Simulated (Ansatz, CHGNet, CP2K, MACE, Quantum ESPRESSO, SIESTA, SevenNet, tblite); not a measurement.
# Running Na+ TFSI- in propylene carbonate and ethylene carbonate at 330 K (114 atoms) with Quantum ESPRESSO

Wanted: Quantum ESPRESSO inputs and outputs for Na+ TFSI- in propylene carbonate and ethylene carbonate at 330 K (114 atoms), checked against a plane-wave reference.

Calculated with Quantum ESPRESSO 7.5; the method is named at each step.

## (1) The starting structure

The cell holds 114 atoms: 2 N, 4 S, 29 O, 29 C, 12 F, 36 H and 2 Na. Its edges and angles: a = 11.218 Å, b = 11.218 Å, c = 11.218 Å, α = 90.0°, β = 90.0°, γ = 90.0°. 4 propylene carbonate, 3 ethylene carbonate, 2 Na+, 2 TFSI- placed at random, at 1.5 g/cm³; overlaps pushed apart, then 10 ps at 550 K with Joung-Cheatham ions (J. Phys. Chem. B 112, 9020 (2008)); MMFF94 bonds, angles, torsions, charges and radii (Halgren, J. Comput. Chem. 17, 490 (1996)) in harmonic and 12-6 forms; charges of ions scaled by 0.8. Snapshot after 30 ps at 330 K and fixed volume. Then every atom was moved at random, 0.05 Å r.m.s. a Cartesian component (hydrogen 0.6 of that).

The yardstick, on the same geometry:

```
method                                           : Kohn-Sham DFT, PBE, PAW, plane waves (Ansatz 0.2.0); cutoff 420 eV, Γ point, fermi-dirac smearing of 0.05 eV; PAW set soft_2
r.m.s. force component                           : 3.036 eV/Å
longest force                                    : 18.61 eV/Å
pressure                                         : 6.008 GPa
gap (highest filled to lowest empty level) : 3.776 eV
SCF cycles                                       : 11
time                                             : 8.8 s on 8 threads of Arm Neoverse V2, shared host
CPU time                                         : 64 s
```

## (2) PBE, sssp-1.3.0-efficiency, 60/480 Ry

Method: Kohn-Sham DFT, PBE, SSSP efficiency 1.3.0 pseudopotentials, plane waves.

pw.in

```
&control
  calculation = 'scf'
  pseudo_dir = './pseudo'
  outdir = './tmp'
  disk_io = 'none'
  tprnfor = .true.
  tstress = .true.
/
&system
  ibrav = 0
  nat = 114
  ntyp = 7
  ecutwfc = 60
  ecutrho = 480
  nosym = .true.
  occupations = 'smearing'
  smearing = 'fd'
  degauss = 0.003675
/
&electrons
  conv_thr = 5.7e-07
  electron_maxstep = 100
  mixing_beta = 0.4
  mixing_mode = 'plain'
  diagonalization = 'david'
/
ATOMIC_SPECIES
N 14.007 N.upf
S 32.060 S.upf
O 15.999 O.upf
C 12.011 C.upf
F 18.998 F.upf
H 1.008 H.upf
Na 22.990 Na.upf
CELL_PARAMETERS angstrom
11.21847 0.00000 0.00000
0.00000 11.21847 0.00000
0.00000 0.00000 11.21847
ATOMIC_POSITIONS crystal
N 0.45818 0.52832 0.44128
S 0.55290 0.59488 0.34800
O 0.66140 0.59671 0.39742
O 0.50799 0.68966 0.28813
C 0.54940 0.47617 0.23739
F 0.46167 0.40795 0.25158
F 0.52748 0.51214 0.12485
F 0.65197 0.41534 0.23012
S 0.54263 0.44494 0.52482
O 0.63212 0.39160 0.47942
O 0.46655 0.37212 0.59680
C 0.59548 0.55994 0.63111
F 0.52539 0.66672 0.61929
F 0.71268 0.58381 0.61571
F 0.60530 0.51697 0.74992
N 0.76892 0.05632 0.67292
S 0.88388 0.95778 0.70701
O 0.89801 0.85210 0.64766
O 0.90127 0.93450 0.83201
C 0.00633 0.06955 0.67861
F 0.01235 0.07278 0.54677
F 0.00009 0.17863 0.70710
F 0.11574 0.02312 0.69723
S 0.66336 0.96694 0.66919
O 0.65997 0.87987 0.57108
O 0.56052 0.03852 0.66813
C 0.65176 0.87548 0.81142
F 0.54483 0.83178 0.83079
F 0.68385 0.93697 0.90888
F 0.70983 0.77945 0.81252
C 0.00417 0.40085 0.44955
C 0.13745 0.41338 0.39258
C 0.13121 0.32326 0.29268
O 0.15872 0.20978 0.35659
C 0.22519 0.23770 0.45585
O 0.28022 0.16807 0.51876
O 0.21647 0.36590 0.47998
H 0.93172 0.44608 0.39556
H 0.99134 0.31215 0.47835
H 0.01721 0.46235 0.53484
H 0.16512 0.49963 0.36964
H 0.05199 0.31762 0.25206
H 0.20513 0.32982 0.23404
C 0.33343 0.89947 0.55951
C 0.26907 0.81628 0.47799
C 0.25569 0.85151 0.36145
O 0.14490 0.77080 0.33286
C 0.08919 0.73959 0.43719
O 0.99990 0.70457 0.44796
O 0.16012 0.79119 0.52626
H 0.41447 0.93309 0.50762
H 0.26527 0.97948 0.55988
H 0.34110 0.87046 0.65341
H 0.32556 0.72507 0.47635
H 0.21663 0.93327 0.35549
H 0.31028 0.83271 0.29704
[... 54 atom lines left out ...]
H 0.69377 0.22547 0.05940
H 0.73816 0.16859 0.92564
Na 0.79243 0.75379 0.49499
Na 0.42241 0.17981 0.68145
K_POINTS gamma
```

Launch:

```console
$ OMP_NUM_THREADS=1 mpirun -np 4 pw.x -in pw.in > output.txt
```

What it wrote:

```text
Program PWSCF
     gamma-point specific algorithms are used
     one sub-group per band group will be used
     scalapack distributed-memory algorithm (size of sub-group:  2*  2 procs)
     Parallelization info
     sticks:   dense  smooth     PW     G-vecs:    dense   smooth      PW
     Min        4286    2145    536               422842   149609   18692
     Max        4289    2148    537               422852   149612   18697
     Sum       17149    8585   2145              1691383   598441   74773
     bravais-lattice index     =            0
     lattice parameter (alat)  =      21.1998  a.u.
     unit-cell volume          =    9527.9067 (a.u.)^3
     number of atoms/cell      =          114
     number of atomic types    =            7
     number of electrons       =       462.00
     number of Kohn-Sham states=          277
     kinetic-energy cutoff     =      60.0000  Ry
     charge density cutoff     =     480.0000  Ry
     scf convergence threshold =      5.7E-07
     mixing beta               =       0.4000
     number of iterations used =            8  plain     mixing
     Exchange-correlation=  SLA  PW   PBX  PBC
                           (   1   4   3   4   0   0   0)
     crystal axes: (cart. coord. in units of alat)
               a(1) = (   1.000000   0.000000   0.000000 )
               a(2) = (   0.000000   1.000000   0.000000 )
               a(3) = (   0.000000   0.000000   1.000000 )
     reciprocal axes: (cart. coord. in units 2 pi/alat)
               b(1) = (  1.000000  0.000000  0.000000 )
               b(2) = (  0.000000  1.000000  0.000000 )
               b(3) = (  0.000000  0.000000  1.000000 )
     PseudoPot. # 1 for N :
     Pseudo is Ultrasoft + core correction, Zval =  5.0
     PseudoPot. # 2 for S :
     Pseudo is Ultrasoft + core correction, Zval =  6.0
     PseudoPot. # 3 for O :
     Pseudo is Projector augmented-wave + core cor, Zval =  6.0
     PseudoPot. # 4 for C :
     Pseudo is Projector augmented-wave + core cor, Zval =  4.0
     PseudoPot. # 5 for F :
     Pseudo is Ultrasoft, Zval =  7.0
     PseudoPot. # 6 for H :
     Pseudo is Ultrasoft, Zval =  1.0
     PseudoPot. # 7 for Na:
     Pseudo is Ultrasoft, Zval =  9.0
     atomic species   valence    mass     pseudopotential
     N                 5.00    14.00700     N ( 1.00)
     S                 6.00    32.06000     S ( 1.00)
     O                 6.00    15.99900     O ( 1.00)
     C                 4.00    12.01100     C ( 1.00)
     F                 7.00    18.99800     F ( 1.00)
     H                 1.00     1.00800     H ( 1.00)
     Na                9.00    22.99000     Na( 1.00)
     No symmetry found
   Cartesian axes
     number of k points=     1  Fermi-Dirac smearing, width (Ry)=  0.0037
                       cart. coord. in units 2pi/alat
        k(    1) = (   0.0000000   0.0000000   0.0000000), wk =   2.0000000
     Dense  grid:   845692 G-vectors     FFT dimensions: ( 150, 150, 150)
     Smooth grid:   299221 G-vectors     FFT dimensions: ( 108, 108, 108)
     Check: negative core charge=   -0.000001
     Initial potential from superposition of free atoms
     starting charge     461.9857, renormalised to     462.0000
     Starting wfcs are  350 randomized atomic wfcs
     Self-consistent Calculation
     iteration #  1     ecut=    60.00 Ry     beta= 0.40
     total energy              =   -2691.93446801 Ry
     estimated scf accuracy    <      14.47025215 Ry
     iteration #  2     ecut=    60.00 Ry     beta= 0.40
     total energy              =   -2694.67064093 Ry
     estimated scf accuracy    <       1.95831816 Ry
     iteration #  3     ecut=    60.00 Ry     beta= 0.40
     total energy              =   -2694.78528527 Ry
     estimated scf accuracy    <       0.55496614 Ry
     iteration #  4     ecut=    60.00 Ry     beta= 0.40
     total energy              =   -2694.81067598 Ry
     estimated scf accuracy    <       0.16120549 Ry
     iteration #  5     ecut=    60.00 Ry     beta= 0.40
     total energy              =   -2694.82710235 Ry
     estimated scf accuracy    <       0.02740587 Ry
     iteration #  6     ecut=    60.00 Ry     beta= 0.40
     total energy              =   -2694.82997966 Ry
     estimated scf accuracy    <       0.00440936 Ry
[...]
total energy              =   -2694.83086539 Ry
[...]
total energy              =   -2694.83093684 Ry
[...]
total energy              =   -2694.83096563 Ry
[...]
iteration # 10     ecut=    60.00 Ry     beta= 0.40
     total energy              =   -2694.83096904 Ry
     estimated scf accuracy    <       0.00000426 Ry
     iteration # 11     ecut=    60.00 Ry     beta= 0.40
     total energy              =   -2694.83097026 Ry
     estimated scf accuracy    <       0.00000129 Ry
     iteration # 12     ecut=    60.00 Ry     beta= 0.40
     End of self-consistent calculation
          k = 0.0000 0.0000 0.0000 ( 37387 PWs)   bands (ev):
   -49.3731 -49.0457 -28.8535 -28.2656 -27.9817 -27.0564 -25.7345 -25.5906
   -25.5206 -25.4622 -24.8688 -24.8521 -24.6411 -24.5777 -24.5369 -24.4860
   -24.0840 -24.0597 -23.9152 -23.7972 -23.7332 -23.5786 -23.3396 -22.9497
   -22.4966 -21.9575 -21.7616 -21.3429 -21.3350 -21.3119 -21.1733 -21.1480
   -21.0144 -20.9948 -20.9771 -20.9679 -20.5849 -20.2328 -20.2049 -20.1405
   -19.9490 -19.7689 -19.5870 -19.4894 -19.4527 -19.2185 -19.0424 -18.9366
[...]
5.9491   6.0096   6.1246   6.2198   6.2463   6.3320   6.3747   6.3873
     6.4607   6.5217   6.5885   6.6472   6.7281   6.8250   6.9050   6.9851
     7.0835   7.1282   7.1667   7.2172   7.3244   7.3964   7.4447   7.5014
     7.5440   7.6602   7.6726   7.7516   7.7851
     the Fermi energy is     1.9240 ev
!    total energy              =   -2694.83097066 Ry
     estimated scf accuracy    <       0.00000007 Ry
     smearing contrib. (-TS)   =      -0.00000000 Ry
     internal energy E=F+TS    =   -2694.83097066 Ry
     The total energy is F=E-TS. E is the sum of the following terms:
     one-electron contribution =   -2429.60335831 Ry
     hartree contribution      =    1385.48563775 Ry
     xc contribution           =    -562.81534846 Ry
     ewald contribution        =    -633.13852435 Ry
     one-center paw contrib.   =    -454.75937729 Ry
     convergence has been achieved in  12 iterations
     Forces acting on atoms (cartesian axes, Ry/au):
     atom    1 type  1   force =     0.05692787    0.01744595   -0.01420689
     atom    2 type  2   force =    -0.28135436   -0.24622993    0.01029113
     atom    3 type  3   force =     0.37557476    0.05901969    0.12114655
     atom    4 type  3   force =    -0.11930300    0.23640420   -0.12076588
     atom    5 type  4   force =     0.07821076    0.05729943   -0.09921536
     atom    6 type  5   force =    -0.14121525   -0.15672753    0.07819856
[...]
atom  112 type  6   force =     0.00480984   -0.07563679   -0.06429613
     atom  113 type  7   force =     0.00508769   -0.02702310    0.00078232
     atom  114 type  7   force =    -0.01313907    0.01220736    0.00684171
     Total force =     2.217697     Total SCF correction =     0.000458
     Computing stress (Cartesian axis) and pressure
          total   stress  (Ry/bohr**3)                   (kbar)     P=       62.87
   0.00052524  -0.00007474  -0.00004132           77.26      -11.00       -6.08
  -0.00007474   0.00039761   0.00000157          -11.00       58.49        0.23
  -0.00004132   0.00000157   0.00035925           -6.08        0.23       52.85
     Message from routine punch:
     Nothing written, as per user request (disk_io='none')
```

Wall time 2.8 min (4 MPI ranks of Arm Neoverse V2, shared host); peak memory 3.8 GiB; 11 min of CPU time.

Banners, paths, timers and routine set-up lines are dropped from the logs unmarked, and long logs keep their key lines alone; longer cuts are marked.

Numbers from this run, and their distance from the reference:

```
r.m.s. force component                           : 3.083 eV/Å
r.m.s. difference of force components            : 104.4 meV/Å
longest difference of force vectors              : 612.5 meV/Å
force difference over r.m.s. force               : 3.439 %
slope of forces against the reference's          : 1.015
correlation of force components                  : 0.9995
gap (highest filled to lowest empty level) : 3.766 eV
gap difference                                   : -0.0107 eV
pressure                                         : 6.287 GPa
pressure difference                              : 0.2787 GPa
```

Length of the force difference by element (eV/Å):

| element | atoms | mean | most |
| --- | --- | --- | --- |
| C | 29 | 0.13 | 0.54 |
| F | 12 | 0.36 | 0.52 |
| H | 36 | 0.0085 | 0.015 |
| N | 2 | 0.047 | 0.054 |
| Na | 2 | 0.040 | 0.069 |
| O | 29 | 0.11 | 0.61 |
| S | 4 | 0.14 | 0.22 |

Levels nearest the highest filled one (eV from it): -0.99, -0.91, -0.76, -0.69, -0.64, -0.61, -0.50, -0.47, -0.36, -0.23, -0.15, 0.00, 3.77, 4.23, 4.33, 4.76, 4.97, 5.03, 5.22, 5.23, 5.37, 5.42, 5.59, 5.65.

A closer look about C45, picked at random: 12 atoms, nearest first, numbered in the order of the input, with positions taken from that point.

| atom | x | y | z | distance (Å) | Fx | Fy | Fz (eV/Å) |
| --- | --- | --- | --- | --- | --- | --- | --- |
| C45 | 0.00 | 0.00 | 0.00 | 0.00 | 5.31 | -4.18 | 4.52 |
| H54 | 0.63 | -1.02 | -0.02 | 1.20 | -1.05 | 1.48 | 0.04 |
| O50 | -1.22 | -0.28 | 0.54 | 1.37 | -2.44 | -1.22 | 1.12 |
| C46 | -0.15 | 0.40 | -1.31 | 1.37 | -6.16 | -1.12 | -0.20 |
| C44 | 0.72 | 0.93 | 0.91 | 1.49 | -1.18 | 2.94 | -1.04 |
| H55 | -0.59 | 1.31 | -1.37 | 1.99 | -1.03 | 3.19 | -0.41 |
| H52 | -0.04 | 1.83 | 0.92 | 2.05 | 1.66 | -1.19 | 0.28 |
| H56 | 0.46 | 0.18 | -2.03 | 2.09 | 4.12 | -1.26 | -3.75 |
| H51 | 1.63 | 1.31 | 0.33 | 2.12 | -0.65 | -0.52 | 1.41 |
| O47 | -1.39 | -0.51 | -1.63 | 2.20 | 0.57 | -0.30 | -1.03 |
| H53 | 0.81 | 0.61 | 1.97 | 2.21 | 0.54 | -0.12 | -0.63 |
| C48 | -2.02 | -0.86 | -0.46 | 2.24 | 13.67 | 8.07 | -1.97 |

Forces lie 3.4 % from the reference's, at 11 times its CPU time (on 4 against 8 cores).

The difference per atom is largest on F (0.36 eV/Å on average, against 0.14 on S).

## (3) Outcome

| Property | Result |
| --- | --- |
| force difference from the reference | QE PBE, sssp-1.3.0-efficiency, 60/480 Ry, 3.4 % |
| its CPU time | 11 min |

PBE on plane waves or a grid with other potentials, cutoffs or grids differs from the reference by 3.4 % (QE PBE, sssp-1.3.0-efficiency, 60/480 Ry) of the r.m.s. force; this holds the reference's own error, so differences of a few per cent don't tell which side is nearer the exact PBE result (QE's 60 Ry are 816 eV, against the reference's 420 eV). PBE gaps agree with the reference's 3.78 eV within 0.011 eV. Forces of 3.0 eV/Å r.m.s. are well above thermal ones: they come largely from the bond lengths of the classical model and from the random displacements, and they dominate the comparison. The network of contacts between molecules at the start is that of the classical potential that made the cell, and needn't be the one that DFT or experiment would give. The reference's PBE has no dispersion term, which matters for the binding between molecules or layers. The electronic-structure runs sample only Γ, in a cell whose shortest periodic width is 11 Å.

[Also dropped from logs without a mark: logging warnings of Python, and SIESTA's first energy breakdown and zero terms.]

[Logs are printed without paths, hosts, clocks, repeated set-up lines and the standing remarks that a program may print on its own settings, such as how far it seeks lower states.]

[Hosts, paths, dates, database ids (printed as entryN), source tags and the programs' standing remarks are cut or masked in the printed files.]

[The MMFF94 radii named for the starting cell were scaled by 0.96; in molecules described by MMFF94, hydrogen bound to N, O or S took a small fixed 12-6 site in their place.]
